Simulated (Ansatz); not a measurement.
# 3-layer 1T-HfS2 (AB) in a perpendicular field

What dipole does a perpendicular field induce in the 3-layer 1T-HfS2 (AB), and does the gap follow? A positive field points along +c.

Calculated with Ansatz 0.2.0; plane-wave DFT, PBE-D3(BJ), Ansatz PAW.

The raw output is cut from this account; settings, times and results stay.

### Step 1. The system as given

The cell holds 9 atoms: 6 S and 3 Hf. Its edges and angles: a = 3.640 Å, b = 3.640 Å, c = 62.236 Å, α = 90.0°, β = 90.0°, γ = 120.0°. Regions: layer 1: 1T-HfS2, 3 atoms (2 S and 1 Hf); layer 2: 1T-HfS2, 3 atoms (2 S and 1 Hf); layer 3: 1T-HfS2, 3 atoms (2 S and 1 Hf). Vacuum lies along c.

### Step 2. Relaxing the slab

The starting cell is a guess, so the in-plane lattice and the atoms are relaxed first, with the slab cut off from its images along the normal.

input.yaml

```yaml
crystal:
  lattice:
    - [3.64, 0.0, 0.0]
    - [-1.82, 3.1523324698, 0.0]
    - [0.0, 0.0, 62.2364775752]
  atoms:
    - { symbol: S, position: [0.6666666667, 0.3333333333, 0.3743785141] }
    - { symbol: Hf, position: [0.0, 0.0, 0.4001845954] }
    - { symbol: S, position: [0.3333333333, 0.6666666667, 0.4259906766] }
    - { symbol: S, position: [0.0, 0.0, 0.4741939188] }
    - { symbol: Hf, position: [0.3333333333, 0.6666666667, 0.5] }
    - { symbol: S, position: [0.6666666667, 0.3333333333, 0.5258060812] }
    - { symbol: S, position: [0.6666666667, 0.3333333333, 0.5740093234] }
    - { symbol: Hf, position: [0.0, 0.0, 0.5998154046] }
    - { symbol: S, position: [0.3333333333, 0.6666666667, 0.6256214859] }
  periodic: [true, true, false]
kpoints:
  mp_grid: { grid: [12, 12, 1] }
hamiltonian:
  xc: pbe
  dispersion: d3bj
scf:
  occupations: { method: fermi_dirac, width: 0.05 }
  convergence: { dr2_threshold: 1.0e-09 }
relax:
  f_tol: 0.004
  max_steps: 90
  cell: {}
output:
  write_potential: true
  write_density: true
  volumetric_format: npy
```

On the command line:

```bash
> ansatz run input.yaml --threads 4 --pin off --max-ram 8192MiB --backend cpu --events-out ev --progress --plain --runs-dir out
```

Elapsed: 4.5 min, on 4 threads of Arm Neoverse V1, shared host; peak memory 1.8 GiB.

Relaxation path:

| step | energy less that of the first step (eV) | largest force component (eV/Å) | volume (Å³) |
| --- | --- | --- | --- |
| 1 | 0.0000 | 2.0494 | 714.13 |
| 2 | -0.8933 | 0.5173 | 703.14 |
| 3 | -0.9520 | 0.1108 | 705.47 |
| 4 | -0.9567 | 0.0127 | 704.32 |
| 5 | -0.9574 | 0.0191 | 703.41 |
| 6 | -0.9574 | 0.0051 | 703.39 |
| 7 | -0.9574 | 0.0004 | 703.43 |
| 8* | -0.9570 | 0.0004 | 703.43 |

Relaxation steps marked * repeat the geometry before them on a plane-wave basis chosen anew for their cell, so energy and pressure can jump there.

Forces are held to the 6 operations that the program found; a distortion that breaks them can't arise in this run.

| cell as run | before | after | change |
| --- | --- | --- | --- |
| a (Å) | 3.640 | 3.613 | -0.8 % |
| b (Å) | 3.640 | 3.613 | -0.8 % |

The atoms that moved most (Å, along periodic axes as changes of fractional coordinates times the final cell, across vacuum about the mean position):

| atom | dx | dy | dz | length |
| --- | --- | --- | --- | --- |
| S1 | 0.000 | 0.000 | 0.309 | 0.309 |
| S6 | 0.000 | 0.000 | -0.285 | 0.285 |
| S9 | 0.000 | 0.000 | -0.177 | 0.177 |
| Hf2 | 0.000 | 0.000 | 0.160 | 0.160 |
| Hf5 | 0.000 | 0.000 | -0.131 | 0.131 |
| S7 | 0.000 | 0.000 | 0.123 | 0.123 |
| Hf8 | 0.000 | 0.000 | -0.029 | 0.029 |
| S4 | 0.000 | 0.000 | 0.021 | 0.021 |

The lattice constant a goes from 3.640 to 3.613 Å.

### Step 3. Single point, field 0, start network

A sawtooth potential applies the field, turning back in the middle of the vacuum. With the dipole correction the typed value is the field outside the slab. The induced dipole is small, so the SCF threshold is tight.

The cell differs from the one that the last finished run ended in (c 62.236 → 33.150 Å).

input.yaml

```yaml
crystal:
  lattice:
    - [3.6126211998, 0.0, 0.0]
    - [-1.8063105999, 3.1286217333, 0.0]
    - [0.0, 0.0, 33.1498859636]
  atoms:
    - { symbol: S, position: [0.6666666667, 0.3333333333, 0.2714941466] }
    - { symbol: Hf, position: [0.0, 0.0, 0.3154554851] }
    - { symbol: S, position: [0.3333333333, 0.6666666667, 0.3593081007] }
    - { symbol: S, position: [0.0, 0.0, 0.4502042755] }
    - { symbol: Hf, position: [0.3333333333, 0.6666666667, 0.4940520816] }
    - { symbol: S, position: [0.6666666667, 0.3333333333, 0.537875587] }
    - { symbol: S, position: [0.6666666667, 0.3333333333, 0.640679042] }
    - { symbol: Hf, position: [0.0, 0.0, 0.6845252005] }
    - { symbol: S, position: [0.3333333333, 0.6666666667, 0.7285058534] }
kpoints:
  mp_grid: { grid: [18, 18, 1] }
  band_path:
    path: [[0, 0, 0], [0.5, 0, 0], [0.33333333, 0.33333333, 0], [0, 0, 0]]
    npoints: 16
hamiltonian:
  xc: pbe
  dispersion: d3bj
scf:
  occupations: { method: fermi_dirac, width: 0.02585 }
  convergence: { dr2_threshold: 1.0e-10 }
efield:
  axis: 3
  dipole_correction: true
  ramp_position: 0.97
  ramp_width: 0.06
  amplitude: 0
output:
  dos: { projected: true, e_range: [-6, 5] }
  write_potential: true
  write_density: true
  volumetric_format: npy
  elf: true
```

It took 60 s on 4 threads; peak memory 1.5 GiB.

Numbers from this step:

```
gap on the k-mesh                  : 1.010 eV
dipole along the normal            : 6.79e-5 e·Å
gap along the path                 : 1.010 eV
smallest direct gap along the path : 1.844 eV
ionisation energy, upper face      : 6.311 eV
electron affinity, upper face      : 5.301 eV
gap, the smaller of path and mesh  : 1.010 eV
```

Running mean over a fixed 2.5 Å (it still follows the layers) of the planar mean; the ramp of the sawtooth is left out. Electron's electrostatic potential energy less the Fermi level against z:

z (Å), electron's electrostatic potential energy less the Fermi level (eV) and a bar from the least value:
```
      3.5       5.82 ##############################
      4.0       5.82 ##############################
      4.5       5.82 ##############################
      5.0       5.82 ##############################
      5.5       5.81 ##############################
      6.0       5.80 ##############################
      6.5       5.72 ##############################
      7.0       5.33 #############################
      7.5       3.88 ##########################
      8.0       1.65 #####################
      8.5      -0.78 ################
      9.0      -3.59 ##########
      9.5      -6.43 ###
     10.0      -7.77 
     10.5      -7.97 
     11.0      -7.69 #
     11.5      -6.05 ####
     12.0      -3.13 ###########
     12.5      -0.51 ################
     13.0       1.41 ####################
     13.5       1.94 ######################
     14.0       0.89 ###################
     14.5      -1.29 ###############
     15.0      -4.12 ########
     15.5      -6.81 ###
     16.0      -7.86 
     16.5      -7.99 
     17.0      -7.57 #
     17.5      -5.63 #####
     18.0      -2.66 ############
     18.5      -0.08 #################
     19.0       2.14 ######################
     19.5       3.33 #########################
     20.0       2.39 #######################
     20.5       0.24 ##################
     21.0      -2.27 ############
     21.5      -5.24 ######
     22.0      -7.42 #
     22.5      -7.95 
     23.0      -7.89 
     23.5      -7.04 ##
     24.0      -4.50 ########
     24.5      -1.56 ##############
     25.0       0.92 ###################
     25.5       3.26 ########################
     26.0       5.03 ############################
     26.5       5.66 ##############################
     27.0       5.78 ##############################
     27.5       5.81 ##############################
     28.0       5.81 ##############################
     28.5       5.81 ##############################
     29.0       5.82 ##############################
     29.5       5.82 ##############################
```

The density of states has structure finer than the step of the table below, so its rows give means over 0.2 eV. Peaks (eV: height): -3.99: 18.9, -3.85: 17.5, -3.22: 13.9, -3.05: 20.1, -2.94: 29.0, -2.61: 18.3, -2.33: 13.2.

Density of states against energy, zero at the Fermi level of the run, which the smearing sets inside the gap; means over each step:

| energy (eV) | density of states (states/eV a cell) |
| --- | --- |
| -5.6 | 0 |
| -5.4 | 0.757 |
| -5.2 | 2.82 |
| -5.0 | 3.83 |
| -4.8 | 4.70 |
| -4.6 | 6.80 |
| -4.4 | 6.03 |
| -4.2 | 4.24 |
| -4.0 | 11.8 |
| -3.8 | 13.2 |
| -3.6 | 5.83 |
| -3.4 | 5.83 |
| -3.2 | 11.4 |
| -3.0 | 18.8 |
| -2.8 | 10.5 |
| -2.6 | 10.6 |
| -2.4 | 6.91 |
| -2.2 | 6.27 |
| -2.0 | 7.63 |
| -1.8 | 10.2 |
| -1.6 | 10.4 |
| -1.4 | 7.51 |
| -1.2 | 4.96 |
| -1.0 | 4.33 |
| -0.8 | 2.49 |
| -0.6 | 1.87 |
| -0.4 | 0.00210 |
| -0.2 | 0 |
| 0.0 | 0 |
| 0.2 | 0 |
| 0.4 | 3.4e-5 |
| 0.6 | 0.847 |
| 0.8 | 2.36 |
| 1.0 | 3.54 |
| 1.2 | 3.92 |
| 1.4 | 4.61 |
| 1.6 | 7.58 |
| 1.8 | 4.84 |
| 2.0 | 4.33 |
| 2.2 | 4.36 |

Projected DOS per atom over height of the atomic layer and energy from the Fermi level. Layers: S Hf S S Hf S S Hf S from below.

Ten even steps from '0' (0.00 states/eV) to '9' (1.92 states/eV), each cell a mean:
```
050050050
050050050
080080080
040050040
020020030
000000000
000000000
000000000
101202202
505303403
616717717
616616616
424524314
846536648
888889988
323334222
848747959
323323322
333333333
122222121
000000000
000000000
```
Columns: height of the atomic layer (Å) from 9 to 24.1 (not evenly spaced); rows upwards: energy from the Fermi level (eV) from -5.96 to 2.5.

Electronic bands along the path, in eV, zero at the Fermi level of the run, which the smearing sets inside the gap:

| point | band 54 | band 55 | band 56 | band 57 | band 58 | band 59 | band 60 | band 61 |
| --- | --- | --- | --- | --- | --- | --- | --- | --- |
| Γ | -0.53 | -0.53 | -0.50 | -0.50 | 1.52 | 1.52 | 1.53 | 1.53 |
| halfway | -1.39 | -1.36 | -1.09 | -0.85 | 1.00 | 1.10 | 1.22 | 2.79 |
| M | -1.67 | -1.60 | -1.59 | -1.53 | 0.51 | 0.68 | 0.83 | 3.64 |
| halfway | -2.34 | -2.13 | -1.89 | -1.69 | 1.39 | 1.53 | 1.67 | 3.35 |
| K | -2.37 | -2.12 | -2.12 | -2.03 | 2.28 | 2.29 | 2.30 | 2.92 |
| halfway | -2.06 | -1.35 | -1.13 | -0.92 | 1.76 | 1.86 | 1.89 | 2.00 |
| Γ | -0.53 | -0.53 | -0.50 | -0.50 | 1.52 | 1.52 | 1.53 | 1.53 |

Electrostatic potential energy in the ca plane at fractional y = 0.000, with atoms of Hf and S within 0.2 Å of it. With pseudopotentials it is smooth inside the atoms' cores, unlike the true potential.

Ten even steps from '0' (-35 eV) to '9' (8 eV), each cell a mean:
```
99999999999999999999872000158999996100168999
99999999999999999999875211478999998532588889
99999999999999999999887666788999999888877788
99999999999999999998888888888899999998876677
99999999999999999998888888888899999998866677
99999999999999999999888877888899999998876678
99999999999999999999987434678999999766788888
99999999999999999999874000268999997300378899
99999999999999999999861000058999996011068999
```
Columns run along c (16.0 Å, from fractional 0.05 to 0.53 of the cell; values clipped at the 3rd and 97th percentile), rows up along a (3.6 Å). Atoms in or near the plane, at fractional coordinates: Hf at (0.32, 0.00), S at (0.45, 0.00).

Valence density in the ca plane at fractional y = 0.000, with atoms of Hf and S within 0.2 Å of it. It is the smooth field of the valence electrons, not physical close to the nuclei.

Ten steps, logarithmic in the rise over the least value, from '0' (0 e/Å³) to '9' (29 e/Å³), each cell a mean:
```
00000000000000000000014798520000012322321000
00000000000000000000012465310000001233211000
00000000000000000000111121111100000111111111
00000000000000000001111101111110000000111111
00000000000000000001111101111110000000011212
00000000000000000001111111111100000011111111
00000000000000000000111233211000001122211001
00000000000000000000013677410000001333321000
00000000000000000000015899620000012322321000
```
Columns run along c (16.0 Å, from fractional 0.05 to 0.53 of the cell), rows up along a (3.6 Å). Atoms in or near the plane, at fractional coordinates: Hf at (0.32, 0.00), S at (0.45, 0.00).

ELF in the ca plane at fractional y = 0.000, with atoms of Hf and S within 0.2 Å of it. It is the smooth field of the valence electrons, not physical close to the nuclei.

Ten even steps from '0' (0.00) to '9' (0.90), each cell a mean:
```
00000000000000000000005899710000179843786210
00000000000000000023322576313310058999974112
00000000000000001356763111257752015788631125
00000000000000013578886312588874001233211126
00000000000000013678887423688875100111101126
00000000000000002467875211478863002566411125
00000000000000000235542343235531037999852113
00000000000000000011113788511110169977885211
00000000000000000000006989720000289821686310
```
Columns run along c (16.0 Å, from fractional 0.05 to 0.53 of the cell), rows up along a (3.6 Å). Atoms in or near the plane, at fractional coordinates: Hf at (0.32, 0.00), S at (0.45, 0.00).

The gap is 1.01 eV, with the valence edge 6.31 eV and the conduction edge 5.30 eV under the upper vacuum level. Spin-orbit coupling, left out in this run, matters for the bands of elements this heavy.

### Step 4. Single point, field 0.05 V/Å

Edit input.yaml of step 3 so:

```diff
@@ -31,5 +31,4 @@
   ramp_width: 0.06
-  amplitude: 0
+  amplitude: 0.05
 output:
-  dos: { projected: true, e_range: [-6, 5] }
   write_potential: true
@@ -37,2 +36 @@
   volumetric_format: npy
-  elf: true
```

Run time: 65 s. Hardware: 4 threads; peak memory 1.4 GiB; 4.3 min of CPU time.

The dipole is 0.0453 e·Å, and the gap 0.957 eV.

### Step 5. Single point, field -0.05 V/Å

Edit input.yaml of step 4 so:

```diff
@@ -31,3 +31,3 @@
   ramp_width: 0.06
-  amplitude: 0.05
+  amplitude: -0.05
 output:
```

Elapsed: 64 s, on 4 threads; peak memory 1.4 GiB; 4.2 min of CPU time.

The dipole is -0.0452 e·Å, and the gap 0.969 eV.

### Step 6. Atoms held, field 0.1 V/Å

Edit input.yaml of step 5 so:

```diff
@@ -29,5 +29,5 @@
   dipole_correction: true
-  ramp_position: 0.97
-  ramp_width: 0.06
-  amplitude: -0.05
+  ramp_position: 0.9623
+  ramp_width: 0.0754
+  amplitude: 0.1
 output:
```

Run time: 65 s. Hardware: 4 threads; peak memory 1.4 GiB; 4.3 min of CPU time.

The dipole is 0.0906 e·Å, and the gap 0.864 eV.

### Step 7. Atoms held, field -0.1 V/Å

Edit input.yaml of step 6 so:

```diff
@@ -31,3 +31,3 @@
   ramp_width: 0.0754
-  amplitude: 0.1
+  amplitude: -0.1
 output:
```

Wall time 66 s (4 threads); peak memory 1.4 GiB.

The dipole is -0.0904 e·Å, and the gap 0.889 eV.

### Step 8. Single point, field 0.2 V/Å

Edit input.yaml of step 7 so:

```diff
@@ -31,3 +31,3 @@
   ramp_width: 0.0754
-  amplitude: -0.1
+  amplitude: 0.2
 output:
```

Wall time 66 s (4 threads); peak memory 1.4 GiB.

The dipole is 0.181 e·Å, and the gap 0.652 eV.

### Step 9. Atoms held, field -0.2 V/Å

Edit input.yaml of step 8 so:

```diff
@@ -31,3 +31,3 @@
   ramp_width: 0.0754
-  amplitude: 0.2
+  amplitude: -0.2
 output:
```

The job ended after 70 s (4 threads; peak memory 1.4 GiB; 4.6 min of CPU time).

The dipole is -0.181 e·Å, and the gap 0.676 eV.

### Step 10. Atoms held, field 0.3 V/Å

Edit input.yaml of step 9 so:

```diff
@@ -29,5 +29,5 @@
   dipole_correction: true
-  ramp_position: 0.9623
-  ramp_width: 0.0754
-  amplitude: -0.2
+  ramp_position: 0.9601
+  ramp_width: 0.0797
+  amplitude: 0.3
 output:
```

Wall time 70 s (4 threads); peak memory 1.4 GiB; 4.6 min of CPU time.

The dipole is 0.272 e·Å, and the gap 0.425 eV.

### Step 11. Atoms held, field -0.3 V/Å

Edit input.yaml of step 10 so:

```diff
@@ -31,3 +31,3 @@
   ramp_width: 0.0797
-  amplitude: 0.3
+  amplitude: -0.3
 output:
```

Run time: 70 s. Hardware: 4 threads; peak memory 1.4 GiB.

The dipole is -0.272 e·Å, and the gap 0.443 eV.

[end of part 1 of 2]

[Long decimals in the printed logs are rounded to 6 places.]

[Logs are printed without paths, hosts, clocks, repeated set-up lines and the standing remarks that a program may print on its own settings, such as how far it seeks lower states.]

[Hosts, paths, dates, database ids (printed as entryN), source tags and the programs' standing remarks are cut or masked in the printed files.]

[Maps of the electrostatic potential energy from Ansatz leave out the sawtooth potential of an applied field or a dipole correction, so their vacuum need not be flat; planar profiles and work functions include it.]

[The density of states shown here was stored with 400 of the rows of the run's finer table, so its peaks can read low, often by over a quarter, or be missed, and its means over a window can be off by a tenth or more.]
